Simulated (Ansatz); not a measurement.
## Moving the knobs of a GW run on GaSb (F-43m)

Aim: change settings of a G0W0 run on GaSb (F-43m) and see what moves.

Calculated with Ansatz 0.2.0; G0W0 on r2SCAN, plane waves, PAW; PAW set soft_1.

The database entry behind the starting cell differs from later determinations by our own check (about 0.4 % long), so it need not match the best structure at ambient conditions.

## 1. Set-up

Symmetry: F-43m, No. 216, cubic system. Conventional cell: a = 6.118 Å, b = 6.118 Å, c = 6.118 Å, α = 90.00°, β = 90.00°, γ = 90.00°. Nearest to Ga lie 4 Sb at 2.65 Å. Nearest to Sb lie 4 Ga at 2.65 Å. Farther neighbours are not listed.

As a file:

```cif
data_structure
_symmetry_space_group_name_H-M 'P 1'
_symmetry_Int_Tables_number 1
_cell_length_a 4.3261
_cell_length_b 4.3261
_cell_length_c 4.3261
_cell_angle_alpha 60.000
_cell_angle_beta 60.000
_cell_angle_gamma 60.000
_cell_volume 57.25
loop_
_atom_site_label
_atom_site_type_symbol
_atom_site_fract_x
_atom_site_fract_y
_atom_site_fract_z
_atom_site_occupancy
Ga1 Ga 0.00000 0.00000 0.00000 1
Sb2 Sb 0.25000 0.25000 0.25000 1
```

The cell and positions come from the Crystallography Open Database and are kept as given unless a step says otherwise. Spin-orbit coupling is left out unless a step names it.

## 2. The base run: 4×4×4 mesh, 129 empty bands, screening to 100 eV, PAW set soft_1 files

G0W0 replaces the xc potential by the self-energy, built once from these orbitals. Only a window of levels is corrected, while the sums run over the empty bands that the input names. This step takes PAW set soft_1 files.

input.yaml

```yaml
crystal:
  lattice:
    - [0.0, 3.059, 3.059]
    - [3.059, 0.0, 3.059]
    - [3.059, 3.059, 0.0]
  atoms:
    - { symbol: Ga, position: [0.0, 0.0, 0.0] }
    - { symbol: Sb, position: [0.25, 0.25, 0.25] }
kpoints:
  mp_grid: { grid: [4, 4, 4] }
hamiltonian:
  xc: r2scan
  pseudopotentials: { kind: paw, azcp: { folder: soft_1 } }
scf:
  occupations: { method: fixed }
gw:
  n_empty_bands: 129
  ecut_chi: 100
  qp_bands: [v2, c2]
  qp_kpoints: band_edges
  screening: { model: contour_deformation }
```

Command:

```bash
> ansatz run input.yaml --threads 3 --pin off --max-ram 92160MiB --backend cuda --events-out ev --progress --plain --runs-dir out --devices 1 --max-vram 13GiB
```

Numbers of over 12 decimals in the logs are rounded to 6 here.

The program printed:

```text
GPUs: using 1 of 1 available (devices: 1).
Engine: ansatz 0.2.0, x86_64-unknown-linux-gnu
Pseudopotentials: kind: paw
Pseudopotential: Ga, paw, valence charge 13, recommended cutoff 500 eV (meta_gga), soft_1/Ga.paw.azcp
Pseudopotential: Sb, paw, valence charge 15, recommended cutoff 500 eV (meta_gga), soft_1/Sb.paw.azcp
Functional definition: r2SCAN
  parameter k0 = 0.174
  parameter k1 = 0.065
  parameter a1 = 4.9479
  exchange = r2scan_x(k0 = k0, k1 = k1, a1 = a1)
  correlation = r2scan_c
device memory: the entry about to start is reckoned to put 1.4 GiB on a device that reports 71.7 GiB free (of which the cap on the GPU budget leaves the run 13.0 GiB)
GPU FFT provider: cuFFT
GPU libraries: cuBLAS 13.8.2, cuFFT 12.4.0, cuSOLVER 12.3.4
Crystal: 2 atoms, lattice volume = 57.249 Å³
Basis set: ecut = 500 eV, 1459 PW (Γ), exchange–correlation on 128×128×128 points (64 copies of the dense FFT grid, shifted against one another)
Bands: 18, of which v1, the nominal top of the filled ones, is band 14 counted from 1 (13 counted from 0)
Symmetry: 24 space group operations
Space group: F-43m (ITA 216), of the structure as read, at distance tolerance 3.9e-5 Å
k-points: 8 of 64 (time reversal used)
Non-local potential: Ga, projectors of the file, l = 0: 2, l = 1: 2, l = 2: 3, l = 3: 1
Non-local potential: Sb, projectors of the file, l = 0: 2, l = 1: 2, l = 2: 2, l = 3: 1
PAW form: soft (Blöchl's): semilocal exchange-correlation on the pseudo side does not see the compensation charge
PAW frozen core: Ga, regenerated for the run's functional (the file was generated under x = pbe(κ = 0.804, μ = 0.219515), c = pbe(β = 0.066725))
PAW frozen core: Sb, regenerated for the run's functional (the file was generated under x = pbe(κ = 0.804, μ = 0.219515), c = pbe(β = 0.066725))
PAW one-centre angular grid: Ga, 590 points (default); XC on 160 Gauss nodes
PAW one-centre angular grid: Sb, 590 points (default); XC on 160 Gauss nodes
Initial density: superposition of atomic densities (chi_scale 0.1, normalization cell, long waves kept (reshape's long-wave potential 0.00 eV rms))
Initial wavefunctions: pseudopotential atomic-orbital guess
GPU buffer pool allocated for 32768 grid points (all kernels)
GPU transforms: local potential and band sums: pruned to the plane-wave sphere, on 32×32×32
Functional: x = r2scan, c = r2scan; τ floored in thin density (d = 2e-4 eV/Å³)
iter 1 solved again at ethr=1.86e-3 eV; its pass at ethr=3.10e-3 eV (dr2=5.21e-1 eV) is discarded
SCF iter   1: F=—  HF=-10289.702810 eV  |F-HF|=—  |Δ(HF+E_count)|=         —  Δρ=3.85e-2  dr2=5.19e-1  dr2_τ=5.50e-3  ethr=1.86e-3  ⟨swp⟩=1.0  Hψ=846  notcnv=0  defer=8
preconditioner: auto → none  [insulator: Δε(μ)=0.161 eV  Ē_g=15.509 eV  n_scr=14 (ndim 8)  ℏωp=20.8 eV  f_vac=0.007  ε∞_Penn≈2.8]
[...]
E_paw        = -6575.810460  (= ΣΔE_a)
  E_vpaw       = -795.781692  (= ΣTr[D̂ρ^β])
  E_aug_tail   = 0.000080  (compensation charges beyond the density's cutoff)
  E_vtau       = 8.574566  (kinetic-family band-sum trace: ∫τ·v_τ [+ j·A + Jᵃ·Aᵃ] dr)
  E_ewald      = -2493.919138
  E_core_change = -0.147008  (= ΣΔE_core)
  E_smearing   = -0.000000  (= −TS)
  E_closure    = 0.000000  (closes the sum)
  Σ components = -10289.758762   (vs F -10289.758762, Δ=0.00e0)
--- Band table (eV; the first three rows and the last of 8) ---
  k-point 0: bands = [... 10 lower, -4.2581, 7.6639, 7.6639, 7.6639, 8.1342, 10.6448, 10.6448, 10.6448]
  k-point 1: bands = [... 10 lower, -3.6066, 3.5688, 6.9278, 6.9278, 8.7654, 11.5589, 11.5589, 13.3164]
  k-point 2: bands = [... 10 lower, -2.5328, 1.0898, 6.4499, 6.4499, 8.3563, 11.6825, 11.6825, 14.5714]
  k-point 7: bands = [... 10 lower, -1.5989, 0.7695, 4.1843, 4.4117, 11.6862, 12.2816, 12.4793, 12.7647]
--- G₀W₀: contour deformation, 8 samples at zero and on the imaginary axis and 2 off it, 64 q-points, 129 empty bands' worth ---
  eigenvalues of the whole cell's RPA ε∞ on this k-mesh (on a slab, of 1 + 4πα/V) = 154.4435, 154.4435, 154.4435; static W/v taken at q = 0 is 0.006475
  bands read: the sum over 143 bands ends inside a degenerate multiplet in 2 slots, whose members it reads at an even weight; the widest, k=0: bands 142 to 144 (counted from 1) at 2/3 each
  gw.qp_kpoints: band_edges: 5 of 8 stored k-points solved, in 1 pass; an edge of the gap read off the rows below is read off those points alone
    valence top: of the k-points left out ik 5 came nearest to being solved in a further pass, in band 14 (counted from 1, as in the quasiparticle table): it holds the edge there only if its correction is more favourable than any solved in that band by at least 1.287 eV; those differ by 0.016 eV
    conduction bottom: of the k-points left out ik 4 came nearest to being solved in a further pass, in band 15 (counted from 1, as in the quasiparticle table): it holds the edge there only if its correction is more favourable than any solved in that band by at least 1.090 eV; those differ by 0.281 eV
    ik  band        ε_KS         Σx   Σc(E_QP)       V_xc       Z   E_QP_lin       E_QP  E_QP is
     0    13      7.6639   -15.6564     1.0160   -14.4051  0.7676     7.4268     7.4286  root
     0    14      7.6639   -15.6564     1.0160   -14.4051  0.7676     7.4268     7.4286  root
     0    15      8.1342   -11.6536    -3.9834   -15.8703  0.7707     8.3693     8.3675  root
     0    16     10.6448    -7.5756    -4.0433   -11.6823  0.7578    10.7083    10.7082  root
     1    13      6.9278   -15.1599     1.1695   -13.7553  0.7619     6.6907     6.6926  root
     1    14      6.9278   -15.1599     1.1695   -13.7553  0.7619     6.6907     6.6926  root
     1    15      8.7654    -9.2885    -3.8274   -13.2181  0.7700     8.8679     8.8675  root
     1    16     11.5589    -7.6051    -4.2702   -11.9069  0.7563    11.5905    11.5905  root
[...]
6    13      4.9676   -14.5840     1.8693   -12.4640  0.7328     4.7141     4.7169  root
     6    14      4.9676   -14.5840     1.8693   -12.4640  0.7328     4.7141     4.7169  root
     6    15      8.7857    -7.5301    -3.6257   -11.1084  0.7748     8.7384     8.7383  root
     6    16      9.1383    -6.3467    -3.7416    -9.9287  0.7792     8.9795     8.9787  root
[key lines of the parts left out:]
SCF converged after 7 iterations
Free energy (F): -10289.758762 eV
Fermi energy:    7.663936 eV
```

It took 15 s on 1 × NVIDIA H100 80GB HBM3 (shared by 6 runs) with 3 threads of AMD EPYC 7R13 (Zen 3), shared host; peak memory 1.2 GiB.

This step gave:

- bands summed: 143
- RPA ε∞ on this mesh (eigenvalues): 154.4, 154.4, 154.4
- plane waves in the screening matrix: 137
- q-points in the mesh: 64
- G0W0 gap on the mesh: 0.9389 eV
- k of the valence top: 0, 0, 0
- k of the conduction bottom: 0, 0, 0
- starting gap on the mesh: 0.4703 eV
- Z at the valence top: 0.7676
- Z at the conduction bottom: 0.7707
- least direct G0W0 gap on the computed points: 0.9389 eV

The gap on the mesh goes from 0.47 eV to 0.94 eV, a correction of +0.47 eV. Between the two edge states, bare exchange in place of the xc potential would open the gap by 5.47 eV, and correlation takes back 5.00 eV.

## 3. Variant: coarser q mesh

input.yaml: that of step 2 with these lines changed.

```diff
@@ -21 +21,2 @@
   screening: { model: contour_deformation }
+  q_mesh: [2, 2, 2]
```

The program printed:

```text
GPUs: using 1 of 1 available (devices: 1).
[...]
GPU FFT provider: cuFFT
GPU libraries: cuBLAS 13.8.2, cuFFT 12.4.0, cuSOLVER 12.3.4
Crystal: 2 atoms, lattice volume = 57.249 Å³
Basis set: ecut = 500 eV, 1459 PW (Γ), exchange–correlation on 128×128×128 points (64 copies of the dense FFT grid, shifted against one another)
Bands: 18, of which v1, the nominal top of the filled ones, is band 14 counted from 1 (13 counted from 0)
[... 1 set-up line as in the run before ...]
[...]
k-points: 8 of 64 (time reversal used)
[...]
GPU buffer pool allocated for 32768 grid points (all kernels)
[...]
SCF iter   7: F=-10289.758762 eV  HF=-10289.758762 eV  |F-HF|=2.49e-8  |Δ(HF+E_count)|=   1.80e-7  Δρ=1.10e-5  dr2=3.85e-8  dr2_τ=7.07e-10  ethr=3.57e-10  ⟨swp⟩=6.2  Hψ=679  notcnv=0
SCF 1 converged in 7 iterations: F = -10289.758762 eV  dr2 = 3.85e-8
[...]
NSCF: frozen V_eff on 8 k-points
[...]
G₀W₀ screening: q 1/3
[... further progress lines ...]
[...]
SCF converged after 7 iterations
Free energy (F): -10289.758762 eV
[...]
Internal energy: -10289.758762 eV  (E = F + TS)
E sigma→0 (E₀):  -10289.758762 eV
Fermi energy:    7.663936 eV
[...]
--- Band table (eV; the first three rows and the last of 8) ---
  k-point 0: bands = [... 10 lower, -4.2581, 7.6639, 7.6639, 7.6639, 8.1342, 10.6448, 10.6448, 10.6448]
  k-point 1: bands = [... 10 lower, -3.6066, 3.5688, 6.9278, 6.9278, 8.7654, 11.5589, 11.5589, 13.3164]
  k-point 2: bands = [... 10 lower, -2.5328, 1.0898, 6.4499, 6.4499, 8.3563, 11.6825, 11.6825, 14.5714]
  k-point 7: bands = [... 10 lower, -1.5989, 0.7695, 4.1843, 4.4117, 11.6862, 12.2816, 12.4793, 12.7647]
[...]
0    13      7.6639   -16.8924     2.1800   -14.4051  0.7357     7.3505     7.3566  root
     0    14      7.6639   -16.8924     2.1800   -14.4051  0.7357     7.3505     7.3566  root
     0    15      8.1342   -10.5533    -5.0766   -15.8703  0.7347     8.3781     8.3746  root
     0    16     10.6448    -7.0015    -4.6776   -11.6823  0.7309    10.6480    10.6480  root
     1    13      6.9278   -16.1899     2.1796   -13.7553  0.7355     6.6686     6.6727  root
     1    14      6.9278   -16.1899     2.1796   -13.7553  0.7355     6.6686     6.6727  root
     1    15      8.7654    -8.2040    -4.8728   -13.2181  0.7392     8.9078     8.9067  root
     1    16     11.5589    -7.3193    -4.6558   -11.9069  0.7327    11.4909    11.4907  root
[...]
6    13      4.9676   -15.1108     2.4153   -12.4640  0.7133     4.7326     4.7362  root
     6    14      4.9676   -15.1108     2.4153   -12.4640  0.7133     4.7326     4.7362  root
     6    15      8.7857    -6.7234    -4.4611   -11.1084  0.7429     8.7099     8.7096  root
     6    16      9.1383    -5.6108    -4.5069    -9.9287  0.7480     8.9510     8.9494  root
```

The job ended after 8 s (1 × NVIDIA H100 80GB HBM3 (shared by 6 runs) with 3 threads; peak memory 1.1 GiB).

Against the base:

```csv
setting,base,variant
q mesh,-,"[2, 2, 2]"
```

```csv
quantity,variant,base
starting gap on the mesh,0.470,0.470
G0W0 gap on the mesh,1.018,0.939
least direct G0W0 gap on the computed points,1.018,0.939
Z at the valence top,0.736,0.768
Z at the conduction bottom,0.735,0.771
```

## 4. Results

* base: 0.94 eV, 15 s
* coarser q mesh: 1.02 eV, 8 s

What this shows: Coarser q mesh: the gap moves by +0.08 eV; such settings are too crude to quote. All runs here use a coarse mesh and modest cutoffs; they test settings and are not final values. The 4×4×4 mesh is coarse for this cell (its supercell is 17 Å along the shortest edge). The RPA ε∞ on it, from the r2SCAN start, is 154.44; such meshes misread the long-range screening, most where the gap is narrow. On this mesh the RPA ε∞ passes 90, more than nearly any semiconductor shows; a coarse mesh does this where one point with a narrow direct gap carries much weight. The screening is then too strong, and the G0W0 gap should not be taken as the material's. The many-body steps are scalar-relativistic: spin-orbit coupling is not in them.

[Paths, hosts, dates, memory and timing lines, banners, echoed tables and standing remarks are left out of the program output.]

[Logs are printed without paths, hosts, clocks, repeated set-up lines and the standing remarks that a program may print on its own settings, such as how far it seeks lower states.]

[Runs of the session that timed out or met a known fault of the program may be left out.]

[Cells called generated may have been cut or substituted from an entry of the Crystallography Open Database or the Materials Project.]

[Hosts, paths, dates, database ids (printed as entryN), source tags and the programs' standing remarks are cut or masked in the printed files.]
